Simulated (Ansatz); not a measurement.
# What SbP (model cell, started as CsCl type) distorts into, part 2 of 2

Wanted: the energy along a soft mode of SbP (model cell, started as CsCl type) and the structure at the end.

Ansatz 0.2.0; DFT PBEsol, scalar-relativistic, plane waves, PAW.

So far, highest frequency on the path or at a solved wavevector (cm⁻¹): step 2 (response at finite wavevector) 196. Also lowest frequency on the path (cm⁻¹): step 2 -151.

The structure was built from a prototype and need not be the compound's stable phase.

## 4. The mode frozen in, largest atomic shift 0.32 Å

The atoms are moved along the unstable eigenvector, the largest shift by 0.32 Å, with the cell fixed.

Contents of input.yaml:

```yaml
crystal:
  lattice:
    - [-3.4073349826, 0.0, 0.0]
    - [0.0, -3.4073349826, -3.4073349826]
    - [0.0, -3.4073349826, 3.4073349826]
  atoms:
    - { symbol: Sb, position: [0.0, 0.5, 0.5] }
    - { symbol: Sb, position: [0.0, 0.0, 0.0] }
    - { symbol: P, position: [0.4060849603, 1.0, 0.5] }
    - { symbol: P, position: [0.5939150397, 0.5, 0.0] }
kpoints:
  mp_grid: { grid: [12, 8, 8] }
hamiltonian:
  xc: pbesol
scf:
  occupations: { method: methfessel_paxton, width: 0.15 }
output:
  forces: true
  stress: true
  eigenvalues: true
```

Run with:

```
ansatz run input.yaml --threads 4 --pin off --max-ram 7168MiB --backend cpu --events-out ev --progress --plain --runs-dir out
```

Numbers of over 12 decimals in the logs are rounded to 6 here.

What it wrote:

```text
[...]
Crystal: 4 atoms, lattice volume = 79.118 Å³
Basis set: ecut = 420 eV, 1519 PW (Γ), exchange–correlation on 48×72×72 points (8 copies of the dense FFT grid, shifted against one another)
Bands: 24, of which v1, the nominal top of the filled ones, is band 20 counted from 1 (19 counted from 0)
Symmetry: 16 space group operations
[...]
k-points: 105 of 768
[...]
k-point 0: bands = [... 16 lower, 9.4614, 9.4614, 10.1743, 12.1527, 14.9116, 15.4619, 15.9918, 16.1259, ... 4 higher]
  k-point 1: bands = [... 16 lower, 9.1373, 9.9209, 10.2648, 12.3011, 15.1274, 15.3350, 15.4544, 16.1860, ... 4 higher]
  k-point 2: bands = [... 16 lower, 8.3989, 10.5293, 10.6483, 12.7165, 14.3405, 14.6362, 16.2802, 16.5121, ... 4 higher]
  k-point 104: bands = [... 16 lower, 5.6740, 5.6740, 13.0800, 13.0800, 15.3147, 15.3147, 15.9746, 15.9746, ... 4 higher]
[key lines of the parts left out:]
SCF converged after 6 iterations
Free energy (F): -14294.782629 eV
Fermi energy:    12.028057 eV
P = ⅓ Tr σ = 2.8871 GPa (28.871 kbar)
```

Run time: 3.1 s. Hardware: 4 threads of Arm Neoverse V2, shared host; peak memory 0.48 GiB.

Numbers from this step:

* pressure: 2.887 GPa
* energy from the undistorted cell: -23.15 meV/atom

The energy, extrapolated to zero smearing, is -23.15 meV/atom against the undistorted cell.

The run ends at a pressure of 2.89 GPa, with forces up to 0.099 eV/Å.

## 5. Energy along the mode, all amplitudes (two of the runs are shown above)

An imaginary frequency means negative curvature, so the energy should fall and then rise again as anharmonic terms take over.

Numbers from this step:

* depth at the lowest point sampled: 23.15 meV/atom
* largest atomic shift at that point: 0.32 Å

Energy from the parent against largest atomic shift:

| largest atomic shift (Å) | energy from the parent (meV/atom) |
| --- | --- |
| 0.000 | 0 |
| 0.040 | -0.892 |
| 0.080 | -2.91 |
| 0.140 | -8.56 |
| 0.220 | -16.9 |
| 0.320 | -23.1 |
| 0.450 | -21.3 |
| 0.600 | 8.72 |

Displacement at unit largest shift by atom:

| atom | x (Å) | y (Å) | z (Å) | size |
| --- | --- | --- | --- | --- |
| Sb1 | 0.00 | 0.00 | 0.00 | 0.00 |
| Sb2 | 0.00 | 0.00 | 0.00 | 0.00 |
| P3 | 1.00 | 0.00 | 0.00 | 1.00 |
| P4 | -1.00 | 0.00 | 0.00 | 1.00 |

The lowest of the steps tried is at 0.32 Å, 23.1 meV/atom below the parent; the bottom of the well need not coincide with a step.

## 6. Relaxing from the distorted cell

Starting from the lowest point found, all atoms and the cell are let go, so that strain and other modes of the same symmetry can join in.

Changes to input.yaml since step 4:

```diff
@@ -20 +20,6 @@
   eigenvalues: true
+relax:
+  adjacent_minimum: "off"
+  f_tol: 0.002
+  max_steps: 120
+  cell: { stress_tol: 0.03 }
```

What it wrote:

```text
[...]
Crystal: 4 atoms, lattice volume = 79.118 Å³
Basis set: ecut = 420 eV, 1519 PW (Γ), exchange–correlation on 48×72×72 points (8 copies of the dense FFT grid, shifted against one another)
Bands: 24, of which v1, the nominal top of the filled ones, is band 20 counted from 1 (19 counted from 0)
Symmetry: 16 space group operations
[...]
k-points: 105 of 768
[...]
SCF iter   1: F=—  HF=-14294.804596 eV  |F-HF|=—  |Δ(HF+E_count)|=         —  Δρ=6.90e-3  dr2=7.27e-2  ethr=1.77e-3  ⟨swp⟩=8.4  Hψ=28260  notcnv=0
[...]
SCF iter   6: F=-14294.782629 eV  HF=-14294.782629 eV  |F-HF|=5.79e-9  |Δ(HF+E_count)|=   1.61e-7  S|Δr|=    0.00e0  Δρ=6.13e-6  dr2=2.66e-8  ethr=2.50e-10  ⟨swp⟩=10.5  Hψ=14376  notcnv=0
SCF 1 converged in 6 iterations: F = -14294.782629 eV  dr2 = 2.66e-8
[...]
relax step   1: F+E_penalty+E_count = -14294.78262928 eV  Δ(F+E_penalty+E_count) = +0.000e0 eV  max|allowed force component| = 9.909e-2 eV/Å  Δτ_max = 0.0000 Å  P = +2.887 GPa  Ω = 79.118 Å³  (6 SCF iters, dr2 threshold 1.00e-7 eV, accepted)
Crystal: 4 atoms, lattice volume = 86.000 Å³
Basis set: ecut = 420 eV, 1711 PW (Γ), exchange–correlation on 48×72×72 points (8 copies of the dense FFT grid, shifted against one another)
Bands: 28, of which v1, the nominal top of the filled ones, is band 20 counted from 1 (19 counted from 0)
[...]
SCF iter   5: F=-14294.837485 eV  HF=-14294.837485 eV  |F-HF|=8.31e-8  |Δ(HF+E_count)|=   3.35e-7  S|Δr|=    0.00e0  Δρ=1.59e-5  dr2=1.93e-7  ethr=1.00e-9  ⟨swp⟩=8.5  Hψ=14334  notcnv=0
SCF 2 converged in 5 iterations: F = -14294.837485 eV  dr2 = 1.93e-7
relax step   2: F+E_penalty+E_count = -14294.83748491 eV  Δ(F+E_penalty+E_count) = -5.486e-2 eV  max|allowed force component| = 3.022e-1 eV/Å  Δτ_max = 0.0918 Å  P = -2.127 GPa  Ω = 86.000 Å³  energy of the carried Pulay correction = -1.906e-3 eV  (5 SCF iters, dr2 threshold 4.00e-7 eV, accepted)
Crystal: 4 atoms, lattice volume = 85.642 Å³
Basis set: ecut = 420 eV, 1679 PW (Γ), exchange–correlation on 48×72×72 points (8 copies of the dense FFT grid, shifted against one another)
[...]
SCF iter   5: F=-14294.861740 eV  HF=-14294.861740 eV  |F-HF|=2.66e-8  |Δ(HF+E_count)|=   1.36e-7  S|Δr|=    0.00e0  Δρ=8.38e-6  dr2=3.92e-8  ethr=1.00e-9  ⟨swp⟩=7.7  Hψ=13335  notcnv=0
SCF 3 converged in 5 iterations: F = -14294.861740 eV  dr2 = 3.92e-8
relax step   3: F+E_penalty+E_count = -14294.86173988 eV  Δ(F+E_penalty+E_count) = -2.425e-2 eV  max|allowed force component| = 1.867e-1 eV/Å  Δτ_max = 0.0419 Å  P = -1.165 GPa  Ω = 85.642 Å³  energy of the carried Pulay correction = -1.811e-3 eV  (5 SCF iters, dr2 threshold 4.00e-7 eV, accepted)
[...]
relax step   4: F+E_penalty+E_count = -14294.87536215 eV  Δ(F+E_penalty+E_count) = -1.362e-2 eV  max|allowed force component| = 7.959e-2 eV/Å  Δτ_max = 0.0928 Å  P = +0.769 GPa  Ω = 85.742 Å³  energy of the carried Pulay correction = -1.837e-3 eV  (5 SCF iters, dr2 threshold 4.00e-7 eV, accepted)
[...]
relax step   5: F+E_penalty+E_count = -14294.87856612 eV  Δ(F+E_penalty+E_count) = -3.204e-3 eV  max|allowed force component| = 1.972e-3 eV/Å  Δτ_max = 0.0180 Å  P = +0.018 GPa  Ω = 86.049 Å³  energy of the carried Pulay correction = -1.919e-3 eV  (4 SCF iters, dr2 threshold 4.00e-7 eV, accepted)
[...]
relax step   6: F+E_penalty+E_count = -14294.88094259 eV  Δ(F+E_penalty+E_count) = -2.376e-3 eV  max|allowed force component| = 1.707e-3 eV/Å  Δτ_max = 0.0000 Å  P = +0.037 GPa  Ω = 86.049 Å³  stress off target by 5.98e-2 GPa  SCF on the basis re-selected at this cell (its energy is not comparable with the rows above)  (6 SCF iters)
[...]
relax step   7: F+E_penalty+E_count = -14294.88093999 eV  Δ(F+E_penalty+E_count) = +2.602e-6 eV  max|allowed force component| = 1.833e-4 eV/Å  Δτ_max = 0.0002 Å  P = +0.008 GPa  Ω = 86.099 Å³  energy of the carried Pulay correction = -1.246e-5 eV  (3 SCF iters, dr2 threshold 8.93e-9 eV, accepted)
[...]
SCF iter   6: F=-14294.880951 eV  HF=-14294.880951 eV  |F-HF|=5.46e-12  |Δ(HF+E_count)|=  1.46e-11  S|Δr|=    0.00e0  Δρ=9.90e-8  dr2=4.03e-12  ethr=1.00e-12  ⟨swp⟩=8.6  Hψ=14447  notcnv=0
SCF 8 converged in 6 iterations: F = -14294.880951 eV  dr2 = 4.03e-12
relax step   8: F+E_penalty+E_count = -14294.88095114 eV  Δ(F+E_penalty+E_count) = -1.115e-5 eV  max|allowed force component| = 1.825e-4 eV/Å  Δτ_max = 0.0000 Å  P = +0.008 GPa  Ω = 86.099 Å³  stress off target by 8.45e-3 GPa  SCF on the basis re-selected at this cell (its energy is not comparable with the rows above)  (6 SCF iters)
[...]
SCF converged after 6 iterations
[...]
Free energy (F): -14294.880951 eV
[...]
Internal energy: -14294.879267 eV  (E = F + TS)
E sigma→0 (E₀):  -14294.880530 eV
Entropy (-TS):   -0.001684 eV (-0.421 meV/atom)
Fermi energy:    10.796649 eV
[...]
--- Forces (eV/Å), atoms counted from 1 ---
  atom   1  Sb     0.00000000    -0.00000000    -0.00000000
  atom   2  Sb    -0.00000000     0.00000000    -0.00000000
  atom   3  P      0.00018249    -0.00000000    -0.00000000
  atom   4  P     -0.00018249     0.00000000     0.00000000
  max |Σ_I F_I| component: 2.56e-17 eV/Å
--- Stress (GPa, compression-positive) ---
        0.008190      -0.000000       0.000000
       -0.000000       0.008450       0.000000
        0.000000       0.000000       0.008450
  P = ⅓ Tr σ = 0.0084 GPa (0.084 kbar)
--- Band table (eV; the first three rows and the last of 105) ---
  k-point 0: bands = [... 16 lower, 8.1609, 8.1609, 9.3288, 10.1488, 12.6704, 13.2121, 13.8911, 15.0348, ... 4 higher]
  k-point 1: bands = [... 16 lower, 7.8890, 8.4389, 9.4011, 10.4366, 12.5162, 12.9705, 14.1687, 14.9820, ... 4 higher]
  k-point 2: bands = [... 16 lower, 7.2441, 8.8752, 9.5876, 11.2142, 12.1967, 12.2772, 14.7238, 14.7935, ... 4 higher]
  k-point 104: bands = [... 16 lower, 5.1750, 5.1750, 12.0833, 12.0833, 13.3765, 13.3765, 14.1085, 14.1085, ... 4 higher]
--- Relaxed structure (6 steps of the walk, 6 accepted, 2 SCFs on fresh bases) ---
  F+E_penalty+E_count = -14294.88095114 eV   max|allowed force component| = 1.825e-4 eV/Å   (the final SCF, on the basis selected at the relaxed cell)
  cell:  # Å, volume = 86.0992 Å³
    - [-3.599478, 0, 0]
    - [0, -3.458317, -3.458317]
    - [0, -3.458317, 3.458317]
  atoms:
    - { symbol: Sb, position: [0, 0.5, 0.5] }
    - { symbol: Sb, position: [0, 0, 0] }
    - { symbol: P, position: [0.344852, 1.0, 0.5] }
    - { symbol: P, position: [0.655148, 0.5, 0.0] }
```

The job ended after 24 s (4 threads; peak memory 0.53 GiB; 94 s of CPU time).

Step by step:

| step | energy less that of the first step (eV) | largest force component (eV/Å) | pressure (GPa) | volume (Å³) |
| --- | --- | --- | --- | --- |
| 1 | 0.0000 | 0.0991 | 2.89 | 79.12 |
| 2 | -0.0549 | 0.3022 | -2.13 | 86.00 |
| 3 | -0.0791 | 0.1867 | -1.16 | 85.64 |
| 4 | -0.0927 | 0.0796 | 0.77 | 85.74 |
| 5 | -0.0959 | 0.0020 | 0.02 | 86.05 |
| 6* | -0.0983 | 0.0017 | 0.04 | 86.05 |
| 7 | -0.0983 | 0.0002 | 0.01 | 86.10 |
| 8* | -0.0983 | 0.0002 | 0.01 | 86.10 |

Relaxation steps marked * repeat the geometry before them on a plane-wave basis chosen anew for their cell, so energy and pressure can jump there.

Forces are held to the 16 operations that the run works with; a distortion that breaks them can't arise in this run.

| cell as run | before | after | change |
| --- | --- | --- | --- |
| a (Å) | 3.407 | 3.599 | +5.6 % |
| b (Å) | 4.819 | 4.891 | +1.5 % |
| c (Å) | 4.819 | 4.891 | +1.5 % |
| volume (Å³/atom) | 19.78 | 21.52 | +8.8 % |

The atoms that moved most (Å, as changes of fractional coordinates times the final cell):

| atom | dx | dy | dz | length |
| --- | --- | --- | --- | --- |
| P4 | -0.220 | 0.000 | 0.000 | 0.220 |
| P3 | 0.220 | 0.000 | 0.000 | 0.220 |

Numbers from this step:

- pressure: 0.008363 GPa
- volume per atom: 21.52 Å³

The distorted start has space group P4/nmm; the relaxation ends in P4/nmm.

## 7. The new phase in its own primitive cell

The relaxed structure is symmetrised, reduced to its primitive cell and relaxed tightly, as its phonons need.

input.yaml, the sections that differ from step 6:

```yaml
crystal:
  lattice:
    - [4.8907986494, 0.0, 0.0]
    - [0.0, 4.8907986494, 0.0]
    - [0.0, 0.0, 3.5994775867]
  atoms:
    - { symbol: Sb, position: [0.5, 0.5, 0.0] }
    - { symbol: Sb, position: [0.0, 0.0, 0.0] }
    - { symbol: P, position: [0.0, 0.5, 0.3448519452] }
    - { symbol: P, position: [0.5, 0.0, 0.6551480548] }
kpoints:
  mp_grid: { grid: [8, 8, 10] }
relax:
  adjacent_minimum: "off"
  f_tol: 0.001
  max_steps: 60
  cell: { stress_tol: 0.01 }
# hamiltonian, scf, output: as in step 6
```

What it wrote:

```text
[...]
Crystal: 4 atoms, lattice volume = 86.099 Å³
Basis set: ecut = 420 eV, 1681 PW (Γ), exchange–correlation on 72×72×50 points (8 copies of the dense FFT grid, shifted against one another)
Bands: 24, of which v1, the nominal top of the filled ones, is band 20 counted from 1 (19 counted from 0)
Symmetry: 16 space group operations
[...]
k-points: 90 of 640
[...]
--- Relaxed structure (3 steps of the walk, 2 accepted, 1 SCFs on fresh bases) ---
[...]
cell:  # Å, volume = 85.9644 Å³
    - [4.895019, 0.0, 0.0]
    - [0.0, 4.895019, 0.0]
    - [0.0, 0.0, 3.587647]
  atoms:
    - { symbol: Sb, position: [0.5, 0.5, 0] }
    - { symbol: Sb, position: [0.0, 0.0, 0] }
    - { symbol: P, position: [0.0, 0.5, 0.345769] }
    - { symbol: P, position: [0.5, 0.0, 0.654231] }
[key lines of the parts left out:]
SCF converged after 5 iterations
Free energy (F): -14294.875063 eV
Fermi energy:    10.815064 eV
P = ⅓ Tr σ = 0.0054 GPa (0.054 kbar)
```

Elapsed: 11 s, on 4 threads; peak memory 0.49 GiB.

Relaxation path:

| step | energy less that of the first step (eV) | largest force component (eV/Å) | pressure (GPa) | volume (Å³) |
| --- | --- | --- | --- | --- |
| 1 | 0.0000 | 0.0059 | 0.03 | 86.10 |
| 2 | 0.0000 | 0.0006 | -0.02 | 85.87 |
| 3 | -0.0003 | 0.0009 | 0.01 | 85.96 |
| 4* | -0.0003 | 0.0009 | 0.01 | 85.96 |

Relaxation steps marked * repeat the geometry before them on a plane-wave basis chosen anew for their cell, so energy and pressure can jump there. Relaxation step 2 was tried and not accepted.

Forces are held to the 16 operations that the run works with; a distortion that breaks them can't arise in this run.

| conventional cell, symmetrised | before | after | change |
| --- | --- | --- | --- |
| a (Å) | 4.891 | 4.895 | +0.1 % |
| b (Å) | 4.891 | 4.895 | +0.1 % |
| c (Å) | 3.599 | 3.588 | -0.3 % |
| volume (Å³/atom) | 21.52 | 21.49 | -0.2 % |

The relaxed structure:

```xyz
4
Lattice="4.8950 0.0000 0.0000 0.0000 4.8950 0.0000 0.0000 0.0000 3.5876" Properties=species:S:1:pos:R:3 pbc="T T T"
Sb    2.4475    2.4475    0.0000
Sb    0.0000    0.0000    0.0000
P     0.0000    2.4475    1.2405
P     2.4475    0.0000    2.3471
```

This step gave:

```yaml
pressure: 0.005423 GPa
volume_per_atom: 21.49 Å³
```

The largest force component left is 0.86 meV/Å and the pressure is 0.005 GPa, within the tolerances set. The cell now holds 21.49 Å³/atom.

## 8. Modes of the new phase, k-mesh 8×8×10

A relaxed structure may still be a saddle point, so its zone-centre modes are computed. No field response is asked, since the mesh shows no gap.

input.yaml, the sections that differ from step 7:

```yaml
crystal:
  lattice:
    - [4.8950187481, 0.0, 0.0]
    - [0.0, 4.8950187481, 0.0]
    - [0.0, 0.0, 3.5876468889]
  atoms:
    - { symbol: Sb, position: [0.5, 0.5, 0.0] }
    - { symbol: Sb, position: [0.0, 0.0, 0.0] }
    - { symbol: P, position: [0.0, 0.5, 0.3457691158] }
    - { symbol: P, position: [0.5, 0.0, 0.6542308842] }
output:
  eigenvalues: true
phonons:
  method: dfpt
# kpoints, hamiltonian, scf: as in step 7
# relax: removed
```

What it wrote:

```text
zone centre: on kpoints.mp_grid the ground state, and the responses unless they are solved on pairs of k-points, stand on 150 of the mesh's 640 k-points, reduced under 4 symmetry operations, with k and −k counted as one. Each operation leaves every solved displacement unchanged or reverses it
[...]
Crystal: 4 atoms, lattice volume = 85.964 Å³
Basis set: ecut = 420 eV, 1711 PW (Γ), exchange–correlation on 72×72×48 points (8 copies of the dense FFT grid, shifted against one another)
Bands: 24, of which v1, the nominal top of the filled ones, is band 20 counted from 1 (19 counted from 0)
Symmetry: 16 space group operations
k-points: 150 of 640 (irreducible under 4 space group operations, time reversal used)
[...]
SCF iter   1: F=—  HF=-14294.891476 eV  |F-HF|=—  |Δ(HF+E_count)|=         —  Δρ=5.67e-3  dr2=5.20e-2  ethr=1.77e-3  ⟨swp⟩=8.0  Hψ=40289  notcnv=0
[...]
SCF iter   9: F=-14294.875063 eV  HF=-14294.875063 eV  |F-HF|=3.64e-12  |Δ(HF+E_count)|=  1.09e-11  S|Δr|=    0.00e0  Δρ=5.86e-8  dr2=2.74e-12  ethr=1.00e-12  ⟨swp⟩=12.6  Hψ=24127  notcnv=0
SCF 1 converged in 9 iterations: F = -14294.875063 eV  dr2 = 2.74e-12
[...]
DFPT response loops at Γ: preconditioner auto → Kerker (q_TF=auto, 2.402 Å⁻¹) (partly filled bands, converged f_vac=0.000); β = 1.00, the filter's whole step (`scf.mixing.beta` (0.50) is not read by the response loops under this deck's `scf.mixing.preconditioner`; to damp them name `kerker` or `kerker_dos`, under which they read `scf.mixing.beta`, and type it under 1.00, their step now; both keys bind the ground state too); Broyden in place of MSR1
SCF converged after 9 iterations
[...]
Free energy (F): -14294.875063 eV
[...]
Internal energy: -14294.872750 eV  (E = F + TS)
E sigma→0 (E₀):  -14294.874485 eV
Entropy (-TS):   -0.002313 eV (-0.578 meV/atom)
Fermi energy:    10.815063 eV
[...]
--- Band table (eV; the first three rows and the last of 150) ---
  k-point 0: bands = [... 16 lower, 8.1712, 8.1712, 9.3755, 10.1985, 12.7463, 13.2790, 13.8950, 15.0939, ... 4 higher]
  k-point 1: bands = [... 16 lower, 8.2187, 8.2187, 8.9212, 10.2861, 12.4976, 13.0426, 13.9973, 14.1673, ... 4 higher]
  k-point 2: bands = [... 16 lower, 8.3123, 8.3123, 8.3830, 9.9742, 11.0014, 12.8919, 12.8919, 13.5251, ... 4 higher]
  k-point 149: bands = [... 16 lower, 5.1880, 5.1880, 12.0894, 12.0894, 13.3970, 13.3970, 14.1157, 14.1157, ... 4 higher]
--- Phonons (Γ-DFPT): 4 representative perturbations + reference, on 150 of 640 k-points (Σ response iterations 12) ---
  k mesh reduced under 4 symmetry operations, with k and −k counted as one. Each operation leaves every solved displacement unchanged or reverses it
  ASR residual: 5.724e-5 → 0.000e0 eV/Å²; symmetrization residual: 1.335e-5 eV/Å²
  ASR residual per site (eV/Å²): 5.72e-5 5.72e-5 2.97e-5 2.97e-5
  Γ frequencies (cm⁻¹): 0.00 0.00 0.00 20.05 95.85 95.85 135.12 135.12 152.06 152.06 163.96 165.78
  non-analytic LO–TO correction: not included (Born effective charges unavailable; polar crystals: no LO–TO splitting at Γ)
```

Elapsed: 40 s, on 4 threads; peak memory 1.4 GiB.

This step gave:

```yaml
sum_rule_residual_before_enforcement: 5.72e-5 eV/Å²
point_group: 4/mmm
highest_optical_mode_at_the_zone_centre_no_lo_to_term: 165.8 cm⁻¹
lowest_optical_zone_centre_mode: 20.05 cm⁻¹
```

Patterns of degenerate modes are one choice out of their space. Modes at Γ, with each element's share of the kinetic energy:

| mode | frequency (cm⁻¹) | symmetry | Sb % | P % |
| --- | --- | --- | --- | --- |
| 1 | 0.0 | acoustic | 80 | 20 |
| 2 | 0.0 | acoustic | 80 | 20 |
| 3 | 0.0 | acoustic | 80 | 20 |
| 4 | 20.1 | B1g | 100 | 0 |
| 5 | 95.8 | Eg | 66 | 34 |
| 6 | 95.8 | Eg | 66 | 34 |
| 7 | 135.1 | Eg | 34 | 66 |
| 8 | 135.1 | Eg | 34 | 66 |
| 9 | 152.1 | Eu | 20 | 80 |
| 10 | 152.1 | Eu | 20 | 80 |
| 11 | 164.0 | A1g | 0 | 100 |
| 12 | 165.8 | A2u | 20 | 80 |

Displacements in mode 4 (20.1 cm⁻¹), the largest set to 1:
```
Sb1  0.00  0.00 -1.00
Sb2  0.00  0.00  1.00
P3   0.00  0.00  0.00
P4   0.00  0.00  0.00
```

Displacements in mode 10 (152.1 cm⁻¹), the largest set to 1:
```
Sb1  0.00 -0.25  0.00
Sb2  0.00 -0.25  0.00
P3   0.00  1.00  0.00
P4   0.00  1.00  0.00
```

Before it was imposed, the acoustic sum rule was missed by 5.7e-5 eV/Å². Small misses are needed for a sound result but don't prove that mesh and cutoff are converged. The lowest optical mode is real, 20.1 cm⁻¹.

## 9. Outcome

```
unstable mode of the parent                                                      : q = (0, -0.5, -0.5), 151i cm⁻¹
depth at the lowest point sampled                                                : 23.1 meV/atom
largest atomic shift at that point                                               : 0.32 Å
space group reached (within 0.01 Å)                                              : P4/nmm
energy gained over the parent (first relaxation, on the mesh of the frozen mode) : 47.6 meV/atom
volume per atom, phase reached                                                   : 21.5 Å³
lowest optical zone-centre mode, phase reached                                   : 20.1 cm⁻¹
highest optical mode at the zone centre (no LO-TO term), phase reached           : 166 cm⁻¹
```

In words: Along this mode the structure falls into P4/nmm, 47.6 meV/atom below the parent. At the parent's cell the well is 23.15 meV/atom deep on the steps tried, with its lowest point at a shift of 0.32 Å. Relaxing atoms and cell changes the gain by +24.48 meV/atom against the lowest step (energies at zero smearing). The new phase has no imaginary mode at the zone centre of its cell; other wavevectors were not checked. Of the 2 patterns followed to their end from this parent, this one reaches the lowest energy. Each path keeps the symmetry of its pattern, so a lower phase may lie along a pattern not tried. With no gap, or one that is small against the smearing, the frequencies hang on the k mesh and the smearing, most of all near Kohn anomalies. Spin-orbit coupling is left out, which can matter for the heavy elements here. A phonon run warned that its eigensolver left some bands unconverged in a pass. The starting cell was built on a prototype and not taken from a measurement, so the phase need not exist.

[Logs are printed without paths, hosts, clocks, repeated set-up lines and the standing remarks that a program may print on its own settings, such as how far it seeks lower states.]

[Hosts, paths, dates, database ids (printed as entryN), source tags and the programs' standing remarks are cut or masked in the printed files.]
